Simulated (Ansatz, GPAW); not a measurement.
# Work function of a 9-layer slab of Ba(100) at several levels, part 2 of 2

Wanted: work functions and dipole of a 9-layer slab of Ba(100), with the cost of each level.

GPAW 26.7.0 and Ansatz 0.2.0; Ansatz plane waves; slab in vacuum with a dipole correction, relaxation (the session's first sound run).

So far, upper work function (eV): step 2 (relaxation, PBE) 2.36; step 4 (self-consistent run: xc = "LDA") 2.52; step 5 (self-consistent run: xc = "revPBE") 2.25; step 6 (self-consistent run: xc = "vdW-DF2", GPAW, PAW setups, GPAW) 2.69; step 7 (self-consistent run: xc = "RPBE") 2.25.

### 8. OptPBE vdW: xc = "optPBE-vdW"

The same geometry under optPBE-vdW, to see how far the functional moves the levels against the vacuum (the van der Waals functionals take revPBE setups).

run.py reads:

```python
import json
import numpy as np
from ase import Atoms
from gpaw import GPAW, PW

slab = Atoms(
    ['Ba', 'Ba', 'Ba', 'Ba', 'Ba', 'Ba', 'Ba', 'Ba', 'Ba'],
    positions=[
        [0.00000, 0.00000, 9.00000],
        [2.51000, 2.51000, 11.51000],
        [0.00000, 0.00000, 14.02000],
        [2.51000, 2.51000, 16.53000],
        [0.00000, 0.00000, 19.03496],
        [2.51000, 2.51000, 21.55544],
        [0.00000, 0.00000, 24.08889],
        [2.51000, 2.51000, 26.51680],
        [-0.00000, 0.00000, 29.13487]],
    cell=[[5.02, 0.0, 0.0], [0.0, 5.02, 0.0], [0.0, 0.0, 38.08]],
    pbc=[True, True, False])

slab.calc = GPAW(mode=PW(400), xc='optPBE-vdW', kpts={'size': (6, 6, 1), 'gamma': True},
                 occupations={'name': 'fermi-dirac', 'width': 0.1}, nbands='160%',
                 convergence={'density': 1e-05}, maxiter=200,
                 poissonsolver={'dipolelayer': 'xy'},
                 symmetry={'tolerance': 1e-3}, txt='slab.txt')
result = {}
energy = slab.get_potential_energy()
fermi = slab.calc.get_fermi_level()
v = slab.calc.get_electrostatic_potential().mean((0, 1)) - fermi
n = slab.calc.get_pseudo_density().mean((0, 1))
L = slab.cell[2, 2]
z = np.arange(len(v)) * L / len(v)
low, high = slab.positions[:, 2].min(), slab.positions[:, 2].max()
below, above = np.interp([low - 6.8, high + 6.8], z, v)
slopes = [np.interp(x, z, np.gradient(v, z)) for x in (low - 6.8, high + 6.8)]
eps = np.array([[slab.calc.get_eigenvalues(k, s) for k in range(len(slab.calc.get_ibz_k_points()))]
                for s in range(slab.calc.get_number_of_spins())]) - fermi
top, bottom = eps[eps < 0].max(), eps[eps > 0].min()
dipole = slab.get_dipole_moment()[2]
print(f'energy {energy:.4f} eV, Fermi level {fermi:.4f} eV, dipole {dipole:.5f} e A')
print(f'potential 6.8 A off the faces, from the Fermi level: lower {below:.4f} eV, upper {above:.4f} eV')
print(f'slope of the potential there: lower {slopes[0]:.5f}, upper {slopes[1]:.5f} eV/A')
print(f'nearest levels on the mesh: {top:.4f} and {bottom:.4f} eV')
print('magnetic moment', round(slab.get_magnetic_moment(), 3))
result.update(energy=energy, fermi=fermi, dipole=dipole, below=below, above=above, slopes=slopes, edges=[top, bottom],
              z=z.tolist(), v=v.tolist(), n=n.tolist(), positions=slab.positions.tolist(),
              forces=slab.get_forces(apply_constraint=False).tolist(), moments=slab.get_magnetic_moments().tolist())
json.dump(result, open('result.json', 'w'))
```

Launch:

```sh
OMP_NUM_THREADS=1 OPENBLAS_NUM_THREADS=1 python run.py
```

The job ended after 34 min (1 thread of Arm Neoverse V2, shared host; peak memory 1.1 GiB).

Numbers from this step:

```
dipole along the normal                    : 0.001178 e·Å
levels nearest the Fermi level on the mesh : -5.81e-4, 0.01633 eV from the Fermi level
upper work function                        : 2.524 eV
lower work function                        : 2.532 eV
```

The electrostatic potential energy of an electron (without an applied field's), less the Fermi level, planar mean oscillates, so the rows of the table below give means over windows of 2.54 Å about each position, cut where the curve ends. Its maxima inside the range that stand out by 2 % of the span (Å: eV): 10.3: -0.637, 12.8: -0.557, 15.2: -0.573, 17.8: -0.577, 20.3: -0.531, 22.8: -0.470, 25.3: -0.861, 27.8: -0.269. Its minima: 9.0: -12.2, 11.5: -11.7, 14.1: -11.8, 16.5: -11.8, 19.0: -11.8, 21.6: -11.8, 24.1: -11.8, 26.6: -11.7, 29.1: -12.1.

The electrostatic potential energy of an electron (without an applied field's), less the Fermi level, planar mean by z; means over each step:

| z (Å) | electrostatic potential energy of an electron (without an applied field's), less the Fermi level, planar mean (eV) |
| --- | --- |
| 1.27 | 2.53 |
| 3.81 | 2.52 |
| 6.35 | 2.11 |
| 8.89 | -4.95 |
| 11.43 | -4.87 |
| 13.97 | -4.94 |
| 16.51 | -4.94 |
| 19.05 | -4.93 |
| 21.59 | -4.92 |
| 24.13 | -4.98 |
| 26.67 | -4.83 |
| 29.21 | -4.95 |
| 31.75 | 2.07 |
| 34.29 | 2.51 |
| 36.83 | 2.52 |

The upper face's work function is 2.524 eV, against 2.354 eV in the first plane-wave PBE run at this geometry.

### 9. Real-space grid: mode = "fd"

A real-space grid is a second complete basis, so it checks the plane-wave result.

run.py: that of step 8 with these lines changed.

```diff
@@ -3,3 +3,3 @@
 from ase import Atoms
-from gpaw import GPAW, PW
+from gpaw import GPAW
 
@@ -20,3 +20,3 @@
 
-slab.calc = GPAW(mode=PW(400), xc='optPBE-vdW', kpts={'size': (6, 6, 1), 'gamma': True},
+slab.calc = GPAW(mode='fd', h=0.18, xc='PBE', kpts={'size': (6, 6, 1), 'gamma': True},
                  occupations={'name': 'fermi-dirac', 'width': 0.1}, nbands='160%',
```

The job ended after 77 min (1 thread; peak memory 3.2 GiB).

This step gave:

* dipole along the normal: 7.76e-4 e·Å
* levels nearest the Fermi level on the mesh: -0.004983, 0.01452 eV from the Fermi level
* upper work function: 2.354 eV
* lower work function: 2.359 eV

The electrostatic potential energy of an electron (without an applied field's), less the Fermi level, planar mean oscillates, so the rows of the table below give means over windows of 2.51 Å about each position, cut where the curve ends. Its maxima inside the range that stand out by 2 % of the span (Å: eV): 10.3: -0.658, 12.8: -0.614, 15.3: -0.586, 17.8: -0.600, 20.3: -0.555, 22.9: -0.528, 25.3: -0.881, 27.8: -0.291. Its minima: 9.0: -12.2, 11.6: -11.5, 14.0: -11.9, 16.5: -11.9, 19.0: -11.9, 21.6: -11.6, 24.2: -11.7, 26.6: -11.6, 29.1: -12.2.

Table of electrostatic potential energy of an electron (without an applied field's), less the Fermi level, planar mean by z; means over each step:

z (Å), electrostatic potential energy of an electron (without an applied field's), less the Fermi level, planar mean (eV) and a bar from the least value:
```
     1.25        2.4 ##############################
     3.76        2.4 ##############################
     6.27        2.0 #############################
     8.79       -5.0 #
    11.29       -4.9 #
    13.80       -5.0 
    16.31       -5.0 
    18.82       -5.0 
    21.33       -5.0 
    23.84       -5.0 
    26.35       -5.0 
    28.86       -5.1 
    31.37        1.6 ###########################
    33.88        2.3 ##############################
    36.40        2.4 ##############################
```

The upper face's work function is 2.354 eV, against 2.354 eV in the first plane-wave PBE run at this geometry.

### 10. The ladder

Times are for 1 thread of Arm Neoverse V2, shared host. Results by setting:

| no. | run | upper work function (eV) | lower work function (eV) | time | memory (GiB) |
| --- | --- | --- | --- | --- | --- |
| 1 | pw | 2.354 | 2.360 | 39 min | 0.6 |
| 2 | LDA | 2.522 | 2.530 | 14 min | 0.6 |
| 3 | revPBE | 2.255 | 2.259 | 14 min | 0.6 |
| 4 | vdW DF2 | 2.693 | 2.703 | 36 min | 1.1 |
| 5 | RPBE | 2.251 | 2.256 | 16 min | 0.6 |
| 6 | optPBE vdW | 2.524 | 2.532 | 34 min | 1.1 |
| 7 | fd | 2.354 | 2.359 | 77 min | 3.2 |

### 11. A second plane-wave code

A second program with its own datasets checks the number independently.

This step: Ansatz plane waves; slab in vacuum with a dipole correction (Ansatz 0.2.0).

input.yaml reads:

```yaml
crystal:
  lattice:
    - [5.02, 0.0, 0.0]
    - [0.0, 5.02, 0.0]
    - [0.0, 0.0, 38.08]
  atoms:
    - { symbol: Ba, position: [0.0, 0.0, 0.2363445378] }
    - { symbol: Ba, position: [0.5, 0.5, 0.3022584034] }
    - { symbol: Ba, position: [0.0, 0.0, 0.3681722689] }
    - { symbol: Ba, position: [0.5, 0.5, 0.4340861345] }
    - { symbol: Ba, position: [0.0, 0.0, 0.4998675953] }
    - { symbol: Ba, position: [0.5, 0.5, 0.5660568064] }
    - { symbol: Ba, position: [0.0, 0.0, 0.632586284] }
    - { symbol: Ba, position: [0.5, 0.5, 0.6963444419] }
    - { symbol: Ba, position: [0.0, 0.0, 0.7650962809] }
kpoints:
  mp_grid: { grid: [6, 6, 1] }
hamiltonian:
  xc: pbe
scf:
  occupations: { method: fermi_dirac, width: 0.1 }
efield:
  axis: 3
  dipole_correction: true
  ramp_width: 0.05
output:
  forces: true
  write_potential: true
  write_density: true
  volumetric_format: npy
```

Launch:

```sh
ansatz run input.yaml --threads 4 --pin off --max-ram 8192MiB --backend cpu --events-out ev --progress --plain --runs-dir out
```

It took 25 s on 4 threads; peak memory 1.7 GiB.

This step gave:

| Quantity | Value |
| --- | --- |
| upper work function | 2.355 eV |
| lower work function | 2.361 eV |
| dipole along the normal | 8.43e-4 e·Å |
| dipole field | 1.59e-4 V/Å |
| vacuum level below | 4.917 eV |

The electrostatic potential energy of an electron (with the applied field's), less the Fermi level, planar mean oscillates, so the rows of the table below give means over windows of 2.53 Å about each position, cut where the curve ends. Its maxima inside the range that stand out by 2 % of the span (Å: eV): 10.3: -0.644, 12.8: -0.576, 15.3: -0.602, 17.9: -0.637, 20.2: -0.586, 22.8: -0.521, 25.3: -0.889, 27.8: -0.274. Its minima: 9.1: -5.30, 11.5: -4.83, 14.0: -4.97, 16.5: -4.98, 19.0: -4.97, 21.6: -4.98, 24.1: -4.98, 26.5: -4.85, 29.2: -5.34.

Electrostatic potential energy of an electron (with the applied field's), less the Fermi level, planar mean against z; means over each step:

| z (Å) | electrostatic potential energy of an electron (with the applied field's), less the Fermi level, planar mean (eV) |
| --- | --- |
| 1.26 | 2.36 |
| 3.79 | 2.36 |
| 6.33 | 2.01 |
| 8.86 | -2.90 |
| 11.39 | -2.83 |
| 13.92 | -2.90 |
| 16.45 | -2.90 |
| 18.98 | -2.90 |
| 21.51 | -2.89 |
| 24.04 | -2.93 |
| 26.57 | -2.81 |
| 29.10 | -2.96 |
| 31.63 | 1.87 |
| 34.16 | 2.35 |
| 36.69 | 2.36 |

The valence density, planar mean oscillates, so the rows of the table below give means over windows of 2.53 Å about each position, cut where the curve ends. Its maxima inside the range that stand out by 2 % of the span (Å: e/Å³): 9.1: 0.213, 11.5: 0.219, 14.0: 0.218, 16.5: 0.218, 19.0: 0.218, 21.6: 0.218, 24.1: 0.219, 26.5: 0.219, 29.0: 0.212. Its minima: 10.3: 0.0730, 12.8: 0.0717, 15.3: 0.0727, 17.9: 0.0739, 20.2: 0.0724, 22.8: 0.0713, 25.3: 0.0792, 27.8: 0.0644.

Table of valence density, planar mean by z; means over each step:

| z (Å) | valence density, planar mean (e/Å³) |
| --- | --- |
| 1.26 | 9.7e-7 |
| 3.79 | 8.6e-5 |
| 6.33 | 0.00504 |
| 8.86 | 0.147 |
| 11.39 | 0.158 |
| 13.92 | 0.157 |
| 16.45 | 0.158 |
| 18.98 | 0.157 |
| 21.51 | 0.157 |
| 24.04 | 0.158 |
| 26.57 | 0.158 |
| 29.10 | 0.148 |
| 31.63 | 0.00732 |
| 34.16 | 1.2e-4 |
| 36.69 | 1.4e-6 |

Force by atom:

| atom | x (eV/Å) | y (eV/Å) | z (eV/Å) | size |
| --- | --- | --- | --- | --- |
| Ba1 | 0.000 | 0.000 | -0.066 | 0.066 |
| Ba2 | 0.000 | 0.000 | 0.116 | 0.116 |
| Ba3 | 0.000 | 0.000 | -0.067 | 0.067 |
| Ba4 | 0.000 | 0.000 | 0.014 | 0.014 |
| Ba5 | 0.000 | 0.000 | 0.003 | 0.003 |
| Ba6 | 0.000 | 0.000 | -0.001 | 0.001 |
| Ba7 | 0.000 | 0.000 | 0.004 | 0.004 |
| Ba8 | 0.000 | 0.000 | 0.002 | 0.002 |
| Ba9 | 0.000 | 0.000 | -0.005 | 0.005 |

The upper face's work function is 2.355 eV, against 2.354 eV in the first plane-wave PBE run at this geometry.

### 12. Side by side

Results and costs are gathered.

This step: comparison of work functions, dipole and cost (GPAW 26.7.0).

Ladder, by row:

| step | code | work function, upper (eV) | work function, lower (eV) | dipole (e Å) | wall time (s) | peak memory (GiB) | threads |
| --- | --- | --- | --- | --- | --- | --- | --- |
| pw | GPAW | 2.354 | 2.36 | 7.60e-4 | 2314 | 0.6 | 1 |
| LDA | GPAW | 2.522 | 2.53 | 0.001101 | 843.8 | 0.6 | 1 |
| revPBE | GPAW | 2.255 | 2.259 | 5.00e-4 | 837.5 | 0.6 | 1 |
| vdW-DF2 | GPAW | 2.693 | 2.703 | 0.001398 | 2185 | 1.1 | 1 |
| RPBE | GPAW | 2.251 | 2.256 | 6.37e-4 | 984.7 | 0.6 | 1 |
| optPBE-vdW | GPAW | 2.524 | 2.532 | 0.001178 | 2019 | 1.1 | 1 |
| fd | GPAW | 2.354 | 2.359 | 7.76e-4 | 4629 | 3.25 | 1 |
| ansatz | Ansatz | 2.355 | 2.361 | 8.43e-4 | 24.74 | 1.666 | 4 |

### 13. A changed run

One more run, with changed settings.

This step: GPAW, PAW setups; slab in vacuum (GPAW 26.7.0).

run.py: that of step 9 with these lines changed.

```diff
@@ -3,3 +3,3 @@
 from ase import Atoms
-from gpaw import GPAW
+from gpaw import GPAW, PW
 
@@ -20,5 +20,5 @@
 
-slab.calc = GPAW(mode='fd', h=0.18, xc='PBE', kpts={'size': (6, 6, 1), 'gamma': True},
+slab.calc = GPAW(mode=PW(400), xc='PBE', kpts={'size': (1, 1, 1), 'gamma': True},
                  occupations={'name': 'fermi-dirac', 'width': 0.1}, nbands='160%',
-                 convergence={'density': 1e-05}, maxiter=200,
+                 convergence={'density': 1e-05}, maxiter=75,
                  poissonsolver={'dipolelayer': 'xy'},
```

Launch:

```sh
OMP_NUM_THREADS=1 OPENBLAS_NUM_THREADS=1 python run.py
```

Wall time 63 s (1 thread); peak memory 0.33 GiB.

The run finished. A setting was moved off its sound value on purpose, so it serves as a test and not as the result.

The fault put into the input: one k-point (kpts = [1, 1]).

Side by side:

| quantity | this run | sound run | difference |
| --- | --- | --- | --- |
| upper work function (eV) | 3.1436 | 2.3544 | 0.789 |
| lower work function (eV) | 3.1469 | 2.3599 | 0.787 |

The two runs differ clearly in the upper work function: 3.14 eV against 2.35 eV.

### 14. Outcome

| Property | Result |
| --- | --- |
| work function, upper and lower face | 2.354 and 2.360 eV |
| dipole along the normal | 7.6e-4 e Å |

With plane waves and PBE the work function is 2.35 eV on the upper face and 2.36 eV on the lower. The measured value for polycrystalline Ba, which weights the faces of low work function, is 2.53 eV (as compiled in "Anisotropic work function of elemental crystals", 2019, arxiv:1902.07811); the relaxed upper face lies 0.18 eV under it with PBE, and optPBE-vdW comes nearest (2.52 eV). Measured work functions scatter by a tenth of an eV or more between methods. Over the sound runs of the table the upper face's work function spans 2.251 (RPBE) to 2.693 eV (vdW-DF2). The two plane-wave codes differ by 4.2e-4 eV on the upper face. The small printed dipole stands for a step of -5.5 meV from the lower to the upper face, and the probes find -5.4 meV; values this small are near the numerical noise of both. The in-plane lattice was kept as typed, which isn't the functional's own and leaves some strain; spin-orbit coupling and temperature are left out.

[Logs are printed without paths, hosts, clocks, repeated set-up lines and the standing remarks that a program may print on its own settings, such as how far it seeks lower states.]

[Hosts, paths, dates, database ids (printed as entryN), source tags and the programs' standing remarks are cut or masked in the printed files.]
